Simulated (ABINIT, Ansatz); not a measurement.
## ZnS2 (Pa-3): G0W0 with ABINIT, start to end

Wanted: ground state, empty states, screening and self-energy for ZnS2 (Pa-3).

Main program and level: ABINIT 10.8.3; LDA and many-body steps on it, plane waves.

## Step 1: The structure

The structure is cubic, space group Pa-3 (No. 205). The conventional cell has a = 5.945 Å, b = 5.945 Å, c = 5.945 Å, α = 90.00°, β = 90.00°, γ = 90.00°. Nearest to Zn lie 6 S at 2.52 Å. Nearest to S lie 1 S at 2.06 Å and 3 Zn at 2.52 Å. Farther neighbours, and contacts between anions beyond the nearest, are not listed.

The cell and positions are those that the Materials Project relaxed with its own functionals (PBE, PBE+U or r2SCAN), kept fixed.

## Step 2: Ground state

This step: ABINIT 10.8.3; DFT, LDA, plane waves, norm-conserving pseudopotentials.

The ground-state density comes first.

The input, run.abi:

```
acell 3*1.0 Angstrom
rprim 
  5.945430460000 0.000000000000 0.000000000000
  0.000000000000 5.945430460000 0.000000000000
  0.000000000000 0.000000000000 5.945430460000
ntypat 2
znucl 30 16
natom 12
typat 1 1 1 1 2 2 2 2 2 2 2 2
xred 
  0.500000000000 0.500000000000 0.000000000000
  0.500000000000 0.000000000000 0.500000000000
  0.000000000000 0.500000000000 0.500000000000
  0.000000000000 0.000000000000 0.000000000000
  0.100246390000 0.899753610000 0.399753610000
  0.899753610000 0.399753610000 0.100246390000
  0.399753610000 0.100246390000 0.899753610000
  0.600246390000 0.600246390000 0.600246390000
  0.899753610000 0.100246390000 0.600246390000
  0.100246390000 0.600246390000 0.899753610000
  0.600246390000 0.899753610000 0.100246390000
  0.399753610000 0.399753610000 0.399753610000
pp_dirpath "pseudos"
pseudos "Zn.upf, S.upf"
ecut 30
ngkpt 4 4 4
nshiftk 1
shiftk 0 0 0
kptopt 1
chksymbreak 0
nband 74
occopt 1
tolvrs 1e-08
nstep 60
prtwf 0
optforces 0
optstress 0
indata_prefix "in"
outdata_prefix "out"
tmpdata_prefix "tmp"
```

Run with:

```bash
OMP_NUM_THREADS=1 mpirun -n 11 abinit run.abi > log
```

The log of the run:

```text
.Version 10.8.3 of ABINIT. v10.8.2 released Aug 2026.

 Symmetries : space group Pa -3 (#205); Bravais cP (primitive cubic)
================================================================================
 Values of the parameters that define the memory need of the present run
     intxc =       0    ionmov =       0      iscf =       7    lmnmax =       6
     lnmax =       6     mgfft =      60  mpssoang =       3    mqgrid =    3001
     natom =      12  nloc_mem =       1    nspden =       1   nspinor =       1
    nsppol =       1      nsym =      24    n1xccc =    2501    ntypat =       2
    occopt =       1   xclevel =       1
-    mband =          74        mffmem =           1         mkmem =           1
       mpw =       11176          nfft =      216000          nkpt =          11
================================================================================
  Rough estimation (10% accuracy) of disk space for files :
================================================================================

--------------------------------------------------------------------------------
------------- Echo of variables that govern the present computation ------------
--------------------------------------------------------------------------------
 -outvars: echo values of preprocessed input variables --------
            acell      1.8897261259E+00  1.8897261259E+00  1.8897261259E+00 Bohr

      chksymbreak           0
             ecut      3.00000000E+01 Hartree
-          fftalg         312

              ixc       -1012
              kpt      0.00000000E+00  0.00000000E+00  0.00000000E+00
                       2.50000000E-01  0.00000000E+00  0.00000000E+00
                       5.00000000E-01  0.00000000E+00  0.00000000E+00
                       2.50000000E-01  2.50000000E-01  0.00000000E+00
                       5.00000000E-01  2.50000000E-01  0.00000000E+00
                       2.50000000E-01  5.00000000E-01  0.00000000E+00
                       5.00000000E-01  5.00000000E-01  0.00000000E+00
                       2.50000000E-01  2.50000000E-01  2.50000000E-01
                       5.00000000E-01  2.50000000E-01  2.50000000E-01
                       5.00000000E-01  5.00000000E-01  2.50000000E-01
                       5.00000000E-01  5.00000000E-01  5.00000000E-01
         kptrlatt        4    0    0      0    4    0      0    0    4
          kptrlen      4.49409411E+01
P           mkmem           1
            natom          12
            nband          74
            ngfft          60      60      60
             nkpt          11
            nstep          60
             nsym          24
           ntypat           2
              occ      2.000000  2.000000  2.000000  2.000000  2.000000  2.000000
                       2.000000  2.000000  2.000000  2.000000  2.000000  2.000000
                       2.000000  2.000000  2.000000  2.000000  2.000000  2.000000
                       2.000000  2.000000  2.000000  2.000000  2.000000  2.000000
                       2.000000  2.000000  2.000000  2.000000  2.000000  2.000000
                       2.000000  2.000000  2.000000  2.000000  2.000000  2.000000
                       2.000000  2.000000  2.000000  2.000000  2.000000  2.000000
                       2.000000  2.000000  2.000000  2.000000  2.000000  2.000000
                       2.000000  2.000000  2.000000  2.000000  2.000000  2.000000
                       2.000000  2.000000  2.000000  2.000000  2.000000  2.000000
                       2.000000  2.000000  2.000000  2.000000  0.000000  0.000000
                       0.000000  0.000000  0.000000  0.000000  0.000000  0.000000
                       0.000000  0.000000
        optforces           0
        optstress           0
            prtwf           0
            rprim      5.9454304600E+00  0.0000000000E+00  0.0000000000E+00
[...]
spgroup         205

           tolvrs      1.00000000E-08

             xred      5.0000000000E-01  5.0000000000E-01  0.0000000000E+00
[...]
znucl       30.00000   16.00000

================================================================================

 chkinp: Checking input parameters for consistency.

================================================================================
== DATASET  1 ==================================================================
-   mpi_nproc: 11, omp_nthreads: 1 (-1 if OMP is not activated)

--- !DatasetInfo
iteration_state: {dtset: 1, }
dimensions: {natom: 12, nkpt: 11, mband: 74, nsppol: 1, nspinor: 1, nspden: 1, mpw: 11176, }
cutoff_energies: {ecut:  30.0, pawecutdg:  -1.0, }
electrons: {nelect:   1.28000000E+02, charge:   0.00000000E+00, occopt:   1.00000000E+00, tsmear:   1.00000000E-02, }

 Real(R)+Recip(G) space primitive vectors, cartesian coordinates (Bohr,Bohr^-1):
 R(1)= 11.2352353  0.0000000  0.0000000  G(1)=  0.0890057  0.0000000  0.0000000
 R(2)=  0.0000000 11.2352353  0.0000000  G(2)=  0.0000000  0.0890057  0.0000000
 R(3)=  0.0000000  0.0000000 11.2352353  G(3)=  0.0000000  0.0000000  0.0890057
 Unit cell volume ucvol=  1.4182295E+03 bohr^3
 Angles (23,13,12)=  9.00000000E+01  9.00000000E+01  9.00000000E+01 degrees

 getcut: wavevector=  0.0000  0.0000  0.0000  ngfft=  60  60  60
         ecut(hartree)=     30.000   => boxcut(ratio)=   2.16592

[...]
pspatm: atomic psp has been read  and splines computed

   2.25399083E+04                                ecore*ucvol(ha*bohr**3)
--------------------------------------------------------------------------------

_setup2: Arith. and geom. avg. npw (full set) are   11138.859   11138.839

================================================================================

--- !BeginCycle
iteration_state: {dtset: 1, }
solver: {iscf: 7, nstep: 60, nline: 4, wfoptalg: 0, }
tolerances: {tolvrs: 1.00E-08, }

     iter   Etot(hartree)      deltaE(h)  residm     vres2
 ETOT  1  -897.06077851399    -8.971E+02 2.233E-01 5.456E+04
 ETOT  2  -899.44575833838    -2.385E+00 1.002E-01 1.088E+05
 ETOT  3  -920.63875674473    -2.119E+01 4.996E-02 1.507E+04
 ETOT  4  -922.93061247560    -2.292E+00 1.161E-01 5.985E+03
 ETOT  5  -923.63568284534    -7.051E-01 1.437E-02 2.652E+03
 ETOT  6  -923.92530997789    -2.896E-01 9.250E-03 1.306E+03
 ETOT  7  -924.15375988058    -2.284E-01 4.959E-03 2.370E+02
 ETOT  8  -924.20392968533    -5.017E-02 1.736E-03 9.734E+00
 ETOT  9  -924.20644337305    -2.514E-03 8.441E-04 7.178E-01
 ETOT 10  -924.20663811965    -1.947E-04 1.332E-03 1.089E-02
 ETOT 11  -924.20664469232    -6.573E-06 2.973E-04 2.325E-04
 ETOT 12  -924.20664474077    -4.845E-08 3.308E-04 5.612E-05
 ETOT 13  -924.20664476828    -2.751E-08 1.152E-04 4.726E-06
 ETOT 14  -924.20664476959    -1.314E-09 2.175E-04 5.852E-07
 ETOT 15  -924.20664476971    -1.144E-10 2.050E-04 4.100E-10

 At SCF step   15       vres2   =  4.10E-10 < tolvrs=  1.00E-08 =>converged.

--- !ResultsGS
iteration_state: {dtset: 1, }
comment   : Summary of ground state results
lattice_vectors:
- [ 11.2352353,   0.0000000,   0.0000000, ]
- [  0.0000000,  11.2352353,   0.0000000, ]
- [  0.0000000,   0.0000000,  11.2352353, ]
lattice_lengths: [  11.23524,   11.23524,   11.23524, ]
lattice_angles: [ 90.000,  90.000,  90.000, ] # degrees, (23, 13, 12)
lattice_volume:   1.4182295E+03
convergence: {deltae: -1.144E-10, res2:  4.100E-10, residm:  2.050E-04, diffor:  0.000E+00, }
etotal    :  -9.24206645E+02
entropy   :   0.00000000E+00
fermie    :   2.09772204E-01
cartesian_stress_tensor: null
pressure_GPa: null
xred      :
- [  5.0000E-01,   5.0000E-01,   0.0000E+00, Zn]
- [  5.0000E-01,   0.0000E+00,   5.0000E-01, Zn]
- [  0.0000E+00,   5.0000E-01,   5.0000E-01, Zn]
- [  0.0000E+00,   0.0000E+00,   0.0000E+00, Zn]
- [  1.0025E-01,   8.9975E-01,   3.9975E-01,  S]
- [  8.9975E-01,   3.9975E-01,   1.0025E-01,  S]
- [  3.9975E-01,   1.0025E-01,   8.9975E-01,  S]
- [  6.0025E-01,   6.0025E-01,   6.0025E-01,  S]
- [  8.9975E-01,   1.0025E-01,   6.0025E-01,  S]
- [  1.0025E-01,   6.0025E-01,   8.9975E-01,  S]
- [  6.0025E-01,   8.9975E-01,   1.0025E-01,  S]
- [  3.9975E-01,   3.9975E-01,   3.9975E-01,  S]
cartesian_forces: null
force_length_stats: {min: null, max: null, mean: null, }

 Integrated electronic density in atomic spheres:
 ------------------------------------------------
 Atom  Sphere_radius  Integrated_density
[...]
================================================================================

 ----iterations are completed or convergence reached----

 Mean square residual over all n,k,spin=   34.232E-08; max=  20.504E-05
 reduced coordinates (array xred) for   12 atoms
[...]
0.600246      0.600246      0.600246
       0.899754      0.100246      0.600246
       0.100246      0.600246      0.899754
       0.600246      0.899754      0.100246
       0.399754      0.399754      0.399754
 rms dE/dt=  0.0000E+00; max dE/dt=  0.0000E+00; dE/dt below (all hartree)
    1       0.000000      0.000000      0.000000
    2       0.000000      0.000000      0.000000
    3       0.000000      0.000000      0.000000
    4       0.000000      0.000000      0.000000
    5       0.000000      0.000000      0.000000
    6       0.000000      0.000000      0.000000
    7       0.000000      0.000000      0.000000
    8       0.000000      0.000000      0.000000
    9       0.000000      0.000000      0.000000
   10       0.000000      0.000000      0.000000
[...]
cartesian coordinates (angstrom) at end:
[...]
8      3.568723     3.568723     3.568723
    9      5.349423     0.596008     3.568723
   10      0.596008     3.568723     5.349423
   11      3.568723     5.349423     0.596008
   12      2.376707     2.376707     2.376707
 length scales=  1.889726  1.889726  1.889726 bohr
              =  1.000000  1.000000  1.000000 angstroms
 prteigrs : about to open file out_EIG
 Fermi (or HOMO) energy (hartree) =   0.20977   Average Vxc (hartree)=  -0.40304
 Eigenvalues (hartree) for nkpt=  11  k points:
 kpt#   1, nband= 74, wtk=  0.01563, kpt=  0.0000  0.0000  0.0000 (reduced coord)
  -4.40101   -4.40101   -4.40101   -4.40101   -2.72690   -2.72690   -2.72689   -2.72689
  -2.72689   -2.72683   -2.72683   -2.72683   -2.72672   -2.72665   -2.72665   -2.72665
  -0.38545   -0.34716   -0.34716   -0.34716   -0.21733   -0.21733   -0.21733   -0.19310
  -0.06547   -0.06547   -0.06547   -0.05568   -0.05568   -0.05568   -0.05541   -0.05541
  -0.04635   -0.04635   -0.04635   -0.04375   -0.04375   -0.04343   -0.04329   -0.04329
  -0.04329   -0.04232   -0.04232   -0.04232   -0.01657    0.00015    0.00015    0.00015
   0.00299    0.00299    0.00299    0.02699    0.02699    0.05281    0.05281    0.05281
   0.07824    0.07824    0.07824    0.18320    0.18320    0.18320    0.20977    0.20977
   0.27003    0.28781    0.31174    0.31174    0.31174    0.37967    0.37967    0.37975
   0.39422    0.39422
 prteigrs : prtvol=0 or 1, do not print more k-points.

--- !EnergyTerms
iteration_state     : {dtset: 1, }
comment             : Components of total free energy in Hartree
kinetic             :  3.996235E+02
hartree             :  3.736011E+02
xc                  : -1.139141E+02
Ewald energy        : -4.730386E+02
psp_core            :  1.589299E+01
local_psp           : -9.462488E+02
non_local_psp       : -1.801227E+02
total_energy        : -9.242066E+02
total_energy_eV     : -2.514894E+04
band_energy         : -1.043131E+02

== END DATASET(S) ==============================================================
================================================================================

 -outvars: echo values of variables after computation  --------
           etotal     -9.2420664477E+02
            nband          74
             nkpt          11
          spgroup         205
 [... the other variables as echoed above ...]

 Calculation completed.
```

Run time: 60 s. Hardware: 11 MPI ranks of Arm Neoverse V2, shared host; peak memory 1.3 GiB.

Read from the output:

```
total energy               : -25148.9440 eV
gap                        : 1.260 eV
k of the valence top       : 0, 0, 0
k of the conduction bottom : 0.25, 0.25, 0.25
least direct gap           : 1.640 eV
```

The gap is indirect, with the least direct gap 0.38 eV higher.

(Continued in part 2 of 3.)

[Long decimals in the printed logs are rounded to 6 places.]

[Logs are printed without paths, hosts, clocks, repeated set-up lines and the standing remarks that a program may print on its own settings, such as how far it seeks lower states.]

[Paths, hosts, dates, memory and timing lines, banners, echoed tables and standing remarks are left out of the program output; an Ansatz launch command may be rebuilt from the run's recorded settings. Measured values are a selection of at most five: reports struck by readers or far from the other reports are left out. None is set beside runs whose start may be inverted or whose files or cutoffs have a known fault.]

[Runs of the session that timed out or met a known fault of the program may be left out.]

[Hosts, paths, dates, database ids (printed as entryN), source tags and the programs' standing remarks are cut or masked in the printed files.]

[G0W0 gaps are taken among the corrected bands and points alone; a level outside them can change the order at an edge.]

[Where Ansatz stands beside ABINIT at settings called matched, ABINIT's density can come from a denser mesh and the files from another edition; pairs whose starting gaps differed by over 0.03 eV were left out, so agreement reads better than it is.]
